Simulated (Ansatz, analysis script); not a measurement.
# Energy of spin spirals in CrBr2, part 2 of 2

Spirals are solved in the crystal's own cell at each q. What do they say of the order in CrBr2?

Ansatz 0.2.0; PBEsol, PAW set soft_1 (files made for PBE).

So far. Step 2 (The collinear state): The run ends ferromagnetic, with a net moment of 4 μB a cell. With one Cr atom carrying the moment, parallel order of its images is forced by the cell, not found. Step 3 (q = (0, 0, 0)): The largest moment is 3.50 μB, against 3.50 μB in the collinear run.

## 4. q = (-0.75, -0.25, 0)

Level of this step: Ansatz DFT, spin spiral by the generalised Bloch theorem, no spin-orbit coupling; PBEsol, PAW set soft_1; PAW set soft_1 (Ansatz).

Only q changes. The cell stays that of the crystal, since the generalised Bloch theorem carries the rotation from cell to cell.

Contents of input.yaml:

```yaml
crystal:
  lattice:
    - [3.744669, -1.831055, 0.0]
    - [3.744669, 1.831055, 0.0]
    - [-0.726847, 0.0, 6.465946]
  atoms:
    - { symbol: Cr, position: [0.0, 0.0, 0.0], spin: 3.5, spin_axis: [1.0, 0.0, 0.0] }
    - { symbol: Br, position: [0.645774, 0.645774, 0.233228] }
    - { symbol: Br, position: [0.354226, 0.354226, 0.766772] }
kpoints:
  mp_grid: { grid: [8, 8, 4] }
hamiltonian:
  xc: pbesol
  pseudopotentials: { kind: paw, azcp: { folder: soft_1 }, xc_functional: pbe }
scf:
  occupations: { method: fermi_dirac, width: 0.05 }
  max_iter: 120
  convergence: { dr2_threshold: 1.0e-08 }
  lower_state_search: "off"
basis:
  ecutwfc: 420.0
magnetization:
  noncollinear: true
  spin_spiral: { q: [-0.75, -0.25, 0.0] }
checkpoint:
  read: start
```

Command:

```bash
$ ansatz run input.yaml --threads 1 --pin off --max-ram 2048MiB --backend cpu --events-out ev --progress --plain --runs-dir out
```

Numbers of over 12 decimals in the logs are rounded to 6 here.

Log:

```text
[...]
Crystal: 3 atoms, lattice volume = 88.670 Å³
Basis set: ecut = 420 eV, 1723 PW (Γ)
Bands: 36, of which v1, the nominal top of the filled ones, is band 28 counted from 1 (27 counted from 0)
Symmetry: 1 space group operations
k-points: 132 of 256
[...]
SCF iter   7: F=-8823.750010 eV  HF=-8823.750010 eV  |F-HF|=3.41e-9  |Δ(HF+E_count)|=   3.41e-8  Δρ=1.37e-6  dr2=3.56e-9  dr2_m=6.32e-11  ethr=3.57e-11  |M|=3.38e0 ∫|m|=4.15e0 μB  |m|>n=0.0e0 m-floor=0.0e0 τ_xc=2.0e-2 mc-row=0.0e0  ⟨swp⟩=3.0  Hψ=12669  notcnv=0
SCF 1 converged in 7 iterations: F = -8823.750010 eV  dr2 = 3.56e-9
[...]
SCF converged after 7 iterations
Magnetization: |M| = 3.3831 μB,  M = (+3.3831, +0.0000, +0.0000) μB
Absolute magnetization: 4.1499 μB (∫|m|, with the PAW one-centre terms)
  site 0: m = (+3.4645, +0.0000, +0.0000) μB, |m| = 3.4645 μB  (R = 1.05 Å)
  site 1: m = (-0.0083, -0.0108, +0.0000) μB, |m| = 0.0136 μB  (R = 1.05 Å)
  site 2: m = (-0.0083, +0.0108, +0.0000) μB, |m| = 0.0136 μB  (R = 1.05 Å)
Free energy (F): -8823.750010 eV
[...]
Internal energy: -8823.749835 eV  (E = F + TS)
E sigma→0 (E₀):  -8823.749922 eV
Entropy (-TS):   -0.000175 eV (-0.058 meV/atom)
Fermi energy:    4.763602 eV
[...]
```

It took 95 s on 1 thread of Arm Neoverse V2, shared host; peak memory 0.89 GiB.

The energy of the cell lies 23.1 meV below that at q = 0, and the largest moment is 3.46 μB against 3.50 μB.

## 5. q = (-0.5, -0.5, 0)

Edit input.yaml of step 4 so:

```diff
@@ -23,3 +23,3 @@
   noncollinear: true
-  spin_spiral: { q: [-0.75, -0.25, 0.0] }
+  spin_spiral: { q: [-0.5, -0.5, 0.0] }
 checkpoint:
```

Log:

```text
[...]
Crystal: 3 atoms, lattice volume = 88.670 Å³
Basis set: ecut = 420 eV, 1723 PW (Γ)
Bands: 36, of which v1, the nominal top of the filled ones, is band 28 counted from 1 (27 counted from 0)
Symmetry: 2 space group operations
k-points: 78 of 256
[...]
site 0: m = (+3.4807, +0.0000, +0.0000) μB, |m| = 3.4807 μB  (R = 1.05 Å)
  site 1: m = (-0.0299, -0.0389, +0.0000) μB, |m| = 0.0491 μB  (R = 1.05 Å)
  site 2: m = (-0.0299, +0.0389, +0.0000) μB, |m| = 0.0491 μB  (R = 1.05 Å)
Free energy (F): -8823.744171 eV
[...]
Internal energy: -8823.744105 eV  (E = F + TS)
E sigma→0 (E₀):  -8823.744138 eV
Entropy (-TS):   -0.000066 eV (-0.022 meV/atom)
Fermi energy:    4.758063 eV
[...]
[key lines of the parts left out:]
SCF converged after 7 iterations
Magnetization: |M| = 3.6024 μB,  M = (+3.6024, +0.0000, +0.0000) μB
```

Run time: 54 s. Hardware: 1 thread; peak memory 0.67 GiB.

The energy of the cell lies 17.3 meV below that at q = 0, and the largest moment is 3.48 μB against 3.50 μB.

## 6. q = (-0.25, -0.25, 0)

Edit input.yaml of step 5 so:

```diff
@@ -23,3 +23,3 @@
   noncollinear: true
-  spin_spiral: { q: [-0.5, -0.5, 0.0] }
+  spin_spiral: { q: [-0.25, -0.25, 0.0] }
 checkpoint:
```

Log:

```text
[...]
Crystal: 3 atoms, lattice volume = 88.670 Å³
Basis set: ecut = 420 eV, 1723 PW (Γ)
Bands: 36, of which v1, the nominal top of the filled ones, is band 28 counted from 1 (27 counted from 0)
Symmetry: 2 space group operations
k-points: 78 of 256
[...]
site 0: m = (+3.4896, -0.0000, +0.0000) μB, |m| = 3.4896 μB  (R = 1.05 Å)
  site 1: m = (-0.0258, -0.0275, +0.0000) μB, |m| = 0.0377 μB  (R = 1.05 Å)
  site 2: m = (-0.0258, +0.0275, +0.0000) μB, |m| = 0.0377 μB  (R = 1.05 Å)
Free energy (F): -8823.735145 eV
[...]
Internal energy: -8823.734916 eV  (E = F + TS)
E sigma→0 (E₀):  -8823.735030 eV
Entropy (-TS):   -0.000229 eV (-0.076 meV/atom)
Fermi energy:    4.788407 eV
[...]
[key lines of the parts left out:]
SCF converged after 7 iterations
Magnetization: |M| = 3.8699 μB,  M = (+3.8699, -0.0000, +0.0000) μB
```

Elapsed: 52 s, on 1 thread; peak memory 0.66 GiB.

The energy of the cell lies 8.26 meV below that at q = 0, and the largest moment is 3.49 μB against 3.50 μB.

## 7. q = (0, 0, 0.5)

Edit input.yaml of step 6 so:

```diff
@@ -23,3 +23,3 @@
   noncollinear: true
-  spin_spiral: { q: [-0.25, -0.25, 0.0] }
+  spin_spiral: { q: [0.0, 0.0, 0.5] }
 checkpoint:
```

Log:

```text
[...]
Crystal: 3 atoms, lattice volume = 88.670 Å³
Basis set: ecut = 420 eV, 1723 PW (Γ)
Bands: 36, of which v1, the nominal top of the filled ones, is band 28 counted from 1 (27 counted from 0)
Symmetry: 2 space group operations
k-points: 78 of 256
[...]
site 0: m = (+3.4995, +0.0000, +0.0000) μB, |m| = 3.4995 μB  (R = 1.05 Å)
  site 1: m = (-0.0149, +0.0134, +0.0000) μB, |m| = 0.0200 μB  (R = 1.05 Å)
  site 2: m = (-0.0149, -0.0134, +0.0000) μB, |m| = 0.0200 μB  (R = 1.05 Å)
Free energy (F): -8823.726267 eV
[...]
Internal energy: -8823.725963 eV  (E = F + TS)
E sigma→0 (E₀):  -8823.726115 eV
Entropy (-TS):   -0.000304 eV (-0.101 meV/atom)
Fermi energy:    4.854464 eV
[...]
[key lines of the parts left out:]
SCF converged after 6 iterations
Magnetization: |M| = 3.9003 μB,  M = (+3.9003, +0.0000, +0.0000) μB
```

Run time: 55 s. Hardware: 1 thread; peak memory 0.66 GiB.

The energy of the cell lies 0.622 meV above that at q = 0, and the largest moment is 3.50 μB against 3.50 μB.

2 more runs differ from these in the same keys alone and are tabled below.

## 8. The spirals together

| q (reciprocal lattice) | path length (1/Å) | E(q) − E(0) (meV a magnetic atom) | \|m\| Cr no. 1 (μB) |
| --- | --- | --- | --- |
| (0, 0, 0) | 0.000 | 0.00 | 3.50 |
| (-0.25, 0.25, 0) | 0.858 | -23.12 | 3.46 |
| (-0.5, 0, 0) | 1.280 | -23.93 | 3.46 |
| (-0.75, -0.25, 0) | 1.702 | -23.12 | 3.46 |
| (-0.5, -0.5, 0) | 2.560 | -17.28 | 3.48 |
| (-0.25, -0.25, 0) | 2.982 | -8.26 | 3.49 |
| (0, 0, 0) | 3.404 | 0.00 | 3.50 |
| (0, 0, 0.5) | 3.890 | 0.62 | 3.50 |

## 9. Results

| Quantity | Value |
| --- | --- |
| lowest point of the path | q = (-0.5, 0, 0), -23.9 meV a magnetic atom from q = 0 |
| highest point | 0.622 meV a magnetic atom |

The state at q = (-0.5, 0, 0) lies 23.9 meV a magnetic atom below the ferromagnetic start, so that start is not the lowest state; a flat spiral with q made of halves, on one magnetic atom a cell, is a collinear order of a doubled cell. The moments change by at most 2 % from their size at q = 0, so they are well localised. No spin model is given, since the independent points are too few for the number of shells that the script fitted. The 7 spiral runs took 7.3 min of wall time, added up. Without a U, semilocal functionals delocalise the d or f electrons of such compounds, which shrinks moments, overestimates superexchange, narrows or closes the gap and can change the order. In doubt: the program's search for lower states was switched off, so a lower magnetic state than those reached may exist.

[Logs and program files are shortened in this print: banners, set-up blocks, solver, clock and traceback lines can be left out without a mark of their own.]

[Logs are printed without paths, hosts, clocks, repeated set-up lines and the standing remarks that a program may print on its own settings, such as how far it seeks lower states.]

[Hosts, paths, dates, database ids (printed as entryN), source tags and the programs' standing remarks are cut or masked in the printed files.]
